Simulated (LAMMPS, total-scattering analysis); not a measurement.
# rock-salt solid solution (Mg0.37,Co0.63)O on heating

The crystal is built from its structure type, relaxed with the potential and heated at zero pressure by classical molecular dynamics (LAMMPS) with the Morse and Coulomb pair potential with partial charges (Pedone, Malavasi, Menziani, Cormack and Segre, J. Phys. Chem. B 110, 11780 (2006)); 512 atoms (Co 31.6, Mg 18.4, O 50.0 atom %). Uiso is the variance of an atom's position about its mean, per direction. The dynamics are classical, so there is no zero-point motion. Distances and their variances come from the pair functions; G(r) = 4πrρ₀[g(r) − 1], where it appears, has X-ray or neutron weights and the resolution of a Lorch transform up to 20 Å⁻¹. All values are simulated. The potential has fixed partial charges and no three-body term, so angles and changes of cation coordination with composition are its weak points, and some glasses come out too dense.

A short relaxation of cell and atoms comes first; the barostat, one for each edge, then takes the cell to the potential's own size.

cell.lmp:

```
rock-salt solid solution (Mg0.37,Co0.63)O

512 atoms
3 atom types

0 16.96000 xlo xhi
0 16.96000 ylo yhi
0 16.96000 zlo zhi

Masses

1 58.9332  # Co
2 24.3050  # Mg
3 15.9990  # O

Atoms # charge

1 1 0.0 0.00000 0.00000 0.00000
2 1 0.0 0.00000 2.12000 2.12000
3 1 0.0 2.12000 2.12000 0.00000
4 1 0.0 2.12000 2.12000 4.24000
5 1 0.0 2.12000 0.00000 10.60000
6 1 0.0 2.12000 2.12000 8.48000
7 1 0.0 0.00000 2.12000 14.84000
8 1 0.0 2.12000 2.12000 12.72000
9 1 0.0 2.12000 6.36000 0.00000
10 1 0.0 0.00000 4.24000 4.24000
11 1 0.0 0.00000 6.36000 6.36000
12 1 0.0 0.00000 4.24000 8.48000
13 1 0.0 2.12000 6.36000 8.48000
14 1 0.0 2.12000 4.24000 14.84000
15 1 0.0 2.12000 6.36000 12.72000
16 1 0.0 0.00000 8.48000 0.00000
17 1 0.0 0.00000 10.60000 2.12000
18 1 0.0 2.12000 8.48000 2.12000
19 1 0.0 2.12000 10.60000 0.00000
20 1 0.0 0.00000 8.48000 4.24000
21 1 0.0 0.00000 10.60000 6.36000
22 1 0.0 2.12000 8.48000 6.36000
23 1 0.0 0.00000 8.48000 8.48000
24 1 0.0 0.00000 10.60000 10.60000
25 1 0.0 2.12000 8.48000 10.60000
26 1 0.0 0.00000 8.48000 12.72000
27 1 0.0 0.00000 10.60000 14.84000
28 1 0.0 2.12000 8.48000 14.84000
29 1 0.0 0.00000 12.72000 0.00000
30 1 0.0 2.12000 12.72000 2.12000
31 1 0.0 0.00000 12.72000 4.24000
32 1 0.0 0.00000 14.84000 6.36000
33 1 0.0 2.12000 14.84000 4.24000
34 1 0.0 0.00000 12.72000 8.48000
35 1 0.0 0.00000 12.72000 12.72000
36 1 0.0 0.00000 14.84000 14.84000
37 1 0.0 2.12000 12.72000 14.84000
38 1 0.0 4.24000 2.12000 2.12000
[... further atoms left out ...]
```

The input, in.lmp:

```
# heating of rock-salt solid solution (Mg0.37,Co0.63)O
units metal
atom_style charge
boundary p p p
read_data cell.lmp
replicate 1 1 1
pair_style hybrid/overlay pedone 5.5 coul/long 8.0
pair_coeff * * coul/long
pair_coeff 1 3 pedone 0.012958 2.361272 2.756282 3   # Co-O
pair_coeff 2 3 pedone 0.038908 2.281000 2.586153 5   # Mg-O
pair_coeff 3 3 pedone 0.042395 1.379316 3.618701 22   # O-O
set type 1 charge 1.2
set type 2 charge 1.2
set type 3 charge -1.2
kspace_style pppm 1.0e-4
neigh_modify delay 0 every 1 check yes
thermo_style custom step time temp pe press density lx ly lz
thermo_modify norm yes
timestep 0.001
thermo 100
fix br all box/relax aniso 0.0
minimize 1e-8 1e-6 500 5000
unfix br
reset_timestep 0
velocity all create 200 5414 mom yes dist gaussian
thermo 1500
fix md all npt temp 100 100 0.1 aniso 0 0 1
run 3000 post no
unfix md
print "== production at 100 K"
dump d all custom 200 s0.traj id type xu yu zu
dump_modify d sort id format float %.3f
thermo 125
fix md all npt temp 100 100 0.1 aniso 0 0 1
run 5000 post no
unfix md
undump d
[... 4 more blocks of the same form, at 300 K, 1550 K, 2480 K and 2850 K ...]
thermo 1000
fix md all npt temp 2850 4320 0.1 aniso 0 0 1
run 2000 post no
unfix md
thermo 1500
fix md all npt temp 4320 4320 0.1 aniso 0 0 1
run 3000 post no
unfix md
print "== production at 4320 K"
dump d all custom 200 s5.traj id type xu yu zu
dump_modify d sort id format float %.3f
thermo 125
fix md all npt temp 4320 4320 0.1 aniso 0 0 1
run 5000 post no
unfix md
undump d
```

```console
$ lmp -in in.lmp -log none -nocite
```

```text
[a thinned log: between the lines shown up to 5 are left out unmarked, longer gaps are marked]
LAMMPS (22 Jul 2025 - Update 4)
Reading data file ...
  orthogonal box = (0 0 0) to (16.96 16.96 16.96)
  512 atoms
  orthogonal box = (0 0 0) to (16.96 16.96 16.96)
  512 atoms
PPPM initialization ...
  G vector (1/distance) = 0.36790752
  grid = 16 16 16
  estimated relative force accuracy = 8.05046e-05
WARNING: Energy due to 3 extra global DOFs will be included in minimizer energies
   Step          Time           Temp          PotEng         Press         Density           Lx             Ly             Lz
         0   0              0             -8.1700541      13336.955      5.4215273      16.96          16.96          16.96
        27   0.027          0             -8.1703759      1146.5769      5.3814709      17.001976      17.001976      17.001976
[... 12 lines left out ...]
== production at 100 K (one thermo line in eight is kept)
      3000   3              96.766682     -8.1581548     -3728.2653      5.3406781      17.055933      17.036676      17.042859
[... 13 lines left out ...]
     10500   10.5           297.18099     -8.130579       2570.668       5.3050407      17.080615      17.121278      17.047896
== production at 300 K (one thermo line in eight is kept)
[... 9 lines left out ...]
     18000   18             288.89284     -8.1319329      3372.9194      5.3113691      17.094179      17.068294      17.066888
[... 9 lines left out ...]
== production at 1550 K (one thermo line in eight is kept)
     25000   25             1528.8414     -7.9302967      17133.095      4.9387563      17.402357      17.499188      17.585537
[... 14 lines left out ...]
== production at 2480 K (one thermo line in eight is kept)
[... 19 lines left out ...]
== production at 2850 K (one thermo line in eight is kept)
[... 6 lines left out ...]
     48000   48             2848.8044     -7.324336       3748.2804      3.2320096      21.0633        18.704973      20.770313
[... 10 lines left out ...]
     53000   53             4561.732      -7.0104632     -5048.0607      2.5275949      25.102293      19.72133       21.136941
Loop time of 10.3099 s on 1 MPI rank(s) for 3000 steps with 512 atoms
== production at 4320 K (one thermo line in eight is kept)
   Step          Time           Temp          PotEng         Press         Density           Lx             Ly             Lz
     53000   53             4561.732      -7.0104602     -5047.1813      2.5275949      25.102293      19.72133       21.136941
     54000   54             4508.1725     -7.0363199     -288.97996      2.603483       24.863397      19.906204      20.525584
     55000   55             4300.0751     -7.0124862      2956.5124      2.507044       24.09935       21.864487      20.021316
     56000   56             4436.6911     -6.9501765     -2673.5378      2.2289065      24.931513      23.186967      20.526494
     57000   57             4469.7831     -6.9813307     -3130.793       2.5082826      23.775731      22.803291      19.448733
     58000   58             4261.2446     -7.0193103      5067.1384      2.5897709      23.755054      22.55437       19.061239
Loop time of 17.5293 s on 1 MPI rank(s) for 5000 steps with 512 atoms
```

Run time: 3.7 min on 1 thread of Intel(R) Xeon(R) Platinum 8259CL CPU @ 2.50GHz (Skylake/Cascade Lake), with other jobs on the host, peak memory 0.11 GiB.

```csv
T (K),state,cell edges (Å),Uiso Co (Å²),Uiso Mg (Å²),Uiso O (Å²),Co–O mean (Å),its variance (Å²),density (g/cm³)
100,crystalline,4.258,0.0014,0.0014,0.0010,2.130,0.0021,5.353
300,crystalline,4.274,0.0046,0.0043,0.0033,2.140,0.0066,5.294
1550,crystalline,4.387,0.0339,0.0316,0.0256,2.198,0.0389,4.896
2480,crystalline,4.512,0.0783,0.0745,0.0563,2.294,0.0977,4.500
2850,liquid,-,-,-,-,-,-,3.667
4320,liquid,-,-,-,-,-,-,2.477
```

In the harmonic range U = 3ħ²T/(M k θ²), a line through the origin. The rows at 100 and 300 K give, as effective values by element: Co 1.50×10⁻⁵ Å²/K, θ = 405 K; Mg 1.44×10⁻⁵ Å²/K, θ = 644 K; O 1.10×10⁻⁵ Å²/K, θ = 909 K. At 300 K the first Co–O peak has variance 0.0066 Å², against 0.0079 Å² for independent atoms. The mean volume expansion between 100 and 2480 K is 80×10⁻⁶ K⁻¹. At 2480 K, B = 8π²U = 6.18 Å² for Co, which damps this element's own term in Bragg intensity at Q = 6 Å⁻¹ to 6 %, and √(3U) is 0.24 of its nearest peak distance (Co–O, 2.04 Å). By 2850 K the order is gone and the mean density is 3.667 g/cm³, which averages over the melting if that fell inside the sampled stretch; a perfect periodic crystal superheats, so the model's melting point lies below the temperature at which it collapsed.

[Logs are printed without paths, hosts, clocks, repeated set-up lines and the standing remarks that a program may print on its own settings, such as how far it seeks lower states.]
